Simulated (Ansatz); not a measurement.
# MgO (Fm-3m): the host for defect calculations

Before any defect goes in: MgO (Fm-3m) at rest, and how it screens a charge.

Main program and level: Ansatz 0.2.0; plane-wave PAW DFT, PBEsol; relaxation of the host's cell and atoms; PAW set soft_1, in the first sound run; inputs show where later runs differ.

The experiments to compare with:

For MgO, rock-salt (unstrained reference value), “Band gap bowing in NixMg1−xO” (2016, pmc:4977526) quotes earlier work: lattice constant a (cubic lattice constant, quoted from earlier experiment) 4.212 Å [literature experimental value used as input for Vegard's law in the calculations; sample …].

For MgO, rocksalt (wedged single crystal slab, 295 K), “Infrared Optical Properties of Ferropericlase (Mg1-xFexO): Experiment and Theory” (2007, arxiv:0704.2267) gives, by infrared reflectance, oscillator fit: ε∞ (high-frequency dielectric constant) 2.95 ± 0.1.

Report form: the programs' logs are mostly left out.

## (1) The starting structure

It takes space group Fm-3m (No. 225, cubic). Conventional cell: a = 4.194 Å, b = 4.194 Å, c = 4.194 Å, α = 90.00°, β = 90.00°, γ = 90.00°. Nearest to Mg lie 6 O at 2.10 Å. O has 6 Mg at 2.10 Å nearest. Farther neighbours and most contacts between anions are not listed.

## (2) Host cell relaxation

Lattice and positions are set free, within the symmetry that the program keeps.

The input, cell/input.yaml:

```yaml
crystal:
  lattice:
    - [0.0, 2.0970014, 2.0970014]
    - [2.0970014, 0.0, 2.0970014]
    - [2.0970014, 2.0970014, 0.0]
  atoms:
    - { symbol: Mg, position: [0.0, 0.0, 0.0] }
    - { symbol: O, position: [0.5, 0.5, 0.5] }
basis:
  ecutwfc: 420
  xc_grid: 2
hamiltonian:
  xc: pbesol
  pseudopotentials: { kind: paw, azcp: { folder: soft_1 }, xc_functional: pbe }
kpoints:
  mp_grid: { grid: [11, 11, 11] }
scf:
  occupations: { method: fixed }
  max_iter: 100
relax:
  f_tol: 0.005
  max_steps: 60
  cell: {}
output:
  forces: true
  stress: true
checkpoint:
  write: "../cell.run"
  compress: false
  write_wavefunctions: false
  write_every: 100000
```

Launch:

```sh
$ ansatz run input.yaml --threads 32 --pin off --max-ram 84787MiB --backend cuda --events-out ev --progress --plain --runs-dir out --max-vram 78GiB
```

Run time: 2.3 s. Hardware: 1 × NVIDIA GB200 with 32 threads of Arm Neoverse V2, shared host; peak memory 0.97 GiB.

The steps of the relaxation:

| step | energy less that of the first step (eV) | largest force component (eV/Å) | pressure (GPa) | volume (Å³) |
| --- | --- | --- | --- | --- |
| 1 | 0.0000 | 0.0000 | 2.42 | 18.44 |
| 2 | -0.0011 | 0.0000 | 1.38 | 18.56 |
| 3 | -0.0014 | 0.0000 | 0.03 | 18.71 |
| 4 | -0.0020 | 0.0000 | 0.10 | 18.71 |
| 5 | -0.0020 | 0.0000 | 0.00 | 18.72 |
| 6* | -0.0020 | 0.0000 | 0.00 | 18.72 |

Relaxation steps marked * repeat the geometry before them on a plane-wave basis chosen anew for their cell, so energy and pressure can jump there. The log counts 2 steps on a newly chosen plane-wave basis, not all of them marked here; energy and pressure can jump at such steps.

Forces are held to the 48 operations that the run works with; a distortion that breaks them can't arise in this run.

| conventional cell, symmetrised | before | after | change |
| --- | --- | --- | --- |
| a (Å) | 4.194 | 4.215 | +0.5 % |
| b (Å) | 4.194 | 4.215 | +0.5 % |
| c (Å) | 4.194 | 4.215 | +0.5 % |
| volume (Å³/atom) | 9.22 | 9.36 | +1.5 % |

Final coordinates:

```xyz
2
Lattice="0.0000 2.1074 2.1074 2.1074 0.0000 2.1074 2.1074 2.1074 0.0000" Properties=species:S:1:pos:R:3 pbc="T T T"
Mg    0.0000    0.0000    0.0000
O     2.1074    2.1074    2.1074
```

Numbers from this step:

```
pressure : 0.004259 GPa
```

The relaxation ends with a pressure of 0.00 GPa.

## (3) Dielectric tensors of the host

The response to a uniform electric field gives the electronic dielectric tensor.

This step: plane-wave PAW DFPT, PBEsol; dielectric tensors, Born charges and zone-centre modes of the host; PAW set soft_1 (Ansatz 0.2.0).

The input, eps/input.yaml:

```yaml
crystal:
  lattice:
    - [0.0, 2.1074328536, 2.1074328536]
    - [2.1074328536, 0.0, 2.1074328536]
    - [2.1074328536, 2.1074328536, 0.0]
  atoms:
    - { symbol: Mg, position: [0.0, 0.0, 0.0] }
    - { symbol: O, position: [0.5, 0.5, 0.5] }
basis:
  ecutwfc: 420
hamiltonian:
  xc: pbesol
  pseudopotentials: { kind: paw, azcp: { folder: soft_1 }, xc_functional: pbe }
kpoints:
  mp_grid: { grid: [10, 10, 10] }
scf:
  occupations: { method: fixed }
  max_iter: 100
phonons:
  method: dfpt
  dielectric: true
  rigid_motions: translations
```

Elapsed: 3.7 s, on 1 × NVIDIA GB200 with 32 threads; peak memory 1.2 GiB; 23 s of CPU time.

Electronic dielectric tensor:

```
3.24 0.00 0.00
0.00 3.24 0.00
0.00 0.00 3.24
```

Static dielectric tensor:

```
10.37  0.00  0.00
 0.00 10.37  0.00
 0.00  0.00 10.37
```

The electronic dielectric tensor is isotropic, 3.24. The static dielectric tensor is isotropic, 10.37.

## (4) Host on a dense mesh

This step: plane-wave PAW DFT, PBEsol; single point of the defect-free host, a test of the k-point sampling; PAW set soft_1 (Ansatz 0.2.0).

The input, dense/input.yaml:

```yaml
crystal:
  lattice:
    - [0.0, 2.1074328536, 2.1074328536]
    - [2.1074328536, 0.0, 2.1074328536]
    - [2.1074328536, 2.1074328536, 0.0]
  atoms:
    - { symbol: Mg, position: [0.0, 0.0, 0.0] }
    - { symbol: O, position: [0.5, 0.5, 0.5] }
basis:
  ecutwfc: 420
  xc_grid: 2
hamiltonian:
  xc: pbesol
  pseudopotentials: { kind: paw, azcp: { folder: soft_1 }, xc_functional: pbe }
kpoints:
  mp_grid: { grid: [11, 11, 11] }
scf:
  occupations: { method: fermi_dirac, width: 0.01 }
  max_iter: 100
  lower_state_search: "off"
checkpoint:
  write: "../dense.run"
  compress: false
  write_wavefunctions: false
  write_every: 100000
```

Wall time 0.87 s (1 × NVIDIA GB200 with 32 threads); peak memory 0.92 GiB; 1.9 s of CPU time.

## (5) Defect free supercell at the zone centre

The supercell is run at the zone centre, to see how far that sampling misses the dense mesh.

System of this step: MgO (Fm-3m). The cell holds 72 atoms: 36 Mg and 36 O. Cell: a = 8.941 Å, b = 8.941 Å, c = 11.921 Å, α = 60.0°, β = 60.0°, γ = 60.0°.

The input, pristine.sampling_gamma/input.yaml:

```yaml
crystal:
  lattice:
    - [0.0, 6.3222985609, 6.3222985609]
    - [6.3222985609, 0.0, 6.3222985609]
    - [8.4297314145, 8.4297314145, 0.0]
  atoms:
    - { symbol: Mg, position: [0.0, 0.0, 0.0] }
    - { symbol: O, position: [0.1666666667, 0.1666666667, 0.125] }
    - { symbol: Mg, position: [0.0, 0.0, 0.25] }
    - { symbol: O, position: [0.1666666667, 0.1666666667, 0.375] }
    - { symbol: Mg, position: [0.0, 0.0, 0.5] }
    - { symbol: O, position: [0.1666666667, 0.1666666667, 0.625] }
    - { symbol: Mg, position: [0.0, 0.0, 0.75] }
    - { symbol: O, position: [0.1666666667, 0.1666666667, 0.875] }
[... 60 atom lines left out ...]
    - { symbol: Mg, position: [0.6666666667, 0.6666666667, 0.5] }
    - { symbol: O, position: [0.8333333333, 0.8333333333, 0.625] }
    - { symbol: Mg, position: [0.6666666667, 0.6666666667, 0.75] }
    - { symbol: O, position: [0.8333333333, 0.8333333333, 0.875] }
basis:
  ecutwfc: 420
  xc_grid: 2
hamiltonian:
  xc: pbesol
  pseudopotentials: { kind: paw, azcp: { folder: soft_1 }, xc_functional: pbe }
kpoints:
  mp_grid: { grid: [1, 1, 1] }
scf:
  occupations: { method: fermi_dirac, width: 0.01 }
  max_iter: 100
  lower_state_search: "off"
checkpoint:
  write: "../pristine.sampling_gamma.run"
  compress: false
  write_wavefunctions: false
  write_every: 100000
```

Elapsed: 2 s, on 1 × NVIDIA GB200 with 32 threads; peak memory 0.98 GiB; 3 s of CPU time.

## (6) Defect free supercell at the quarter point

The supercell is run at one point off the zone centre, to see how far that sampling misses the dense mesh.

pristine.sampling_quarter/input.yaml, as its differences from pristine.sampling_gamma/input.yaml of step 5:

```diff
@@ -85,3 +85,3 @@
 kpoints:
-  mp_grid: { grid: [1, 1, 1] }
+  mp_grid: { grid: [1, 1, 1], shift: [0.25, 0.25, 0.25] }
 scf:
@@ -91,3 +91,3 @@
 checkpoint:
-  write: "../pristine.sampling_gamma.run"
+  write: "../pristine.sampling_quarter.run"
   compress: false
```

Run time: 1.6 s. Hardware: 1 × NVIDIA GB200 with 32 threads; peak memory 1.2 GiB.

## (7) What came out

| Item | Value |
| --- | --- |
| primitive cell vectors, lengths | 2.980, 2.980, 2.980 Å |
| electronic dielectric constant | 3.24 |
| static dielectric constant | 10.37 |
| gap on the k-mesh of the response run (PBEsol) | 4.62 eV |
| energy an atom at the zone centre alone less that on the dense mesh | 0.026 eV |
| energy an atom at one point at (¼, ¼, ¼) less that on the dense mesh | 0.008 eV |

What this shows: Step 2: The cell grew by 1.5 % in volume. The k-mesh can miss the band edges, so this gap is an upper bound at this level. All at zero temperature.

Calculation against experiment:

| quantity | measured | PBEsol |
| --- | --- | --- |
| lattice constant a (Å) | 4.212 | 4.215 (+0.1 %) |
| ε∞ (mean of the tensor) | 2.95 | 3.24 (+10.0 %) |

Measured values from pmc:4977526 (2016) and arxiv:0704.2267 (2007).

**Verdict.** The lattice constant a is off by +0.1 %: good agreement. The ε∞ is off by +10.0 %: fair agreement. The grades are ours: good and fair within 0.7 and 1.5 % for the lattice constant a and 7 and 18 % for the ε∞. For lattice constants the calculation has a static lattice, without zero-point motion or thermal expansion.

[Logs are printed without paths, hosts, clocks, repeated set-up lines and the standing remarks that a program may print on its own settings, such as how far it seeks lower states.]

[Hosts, paths, dates, database ids (printed as entryN), source tags and the programs' standing remarks are cut or masked in the printed files.]

[Runs of the host that timed out are not shown.]

[For some hosts the program warned that the k-mesh of the response run may be too coarse for force constants and the static dielectric constant; such warnings are not always shown.]
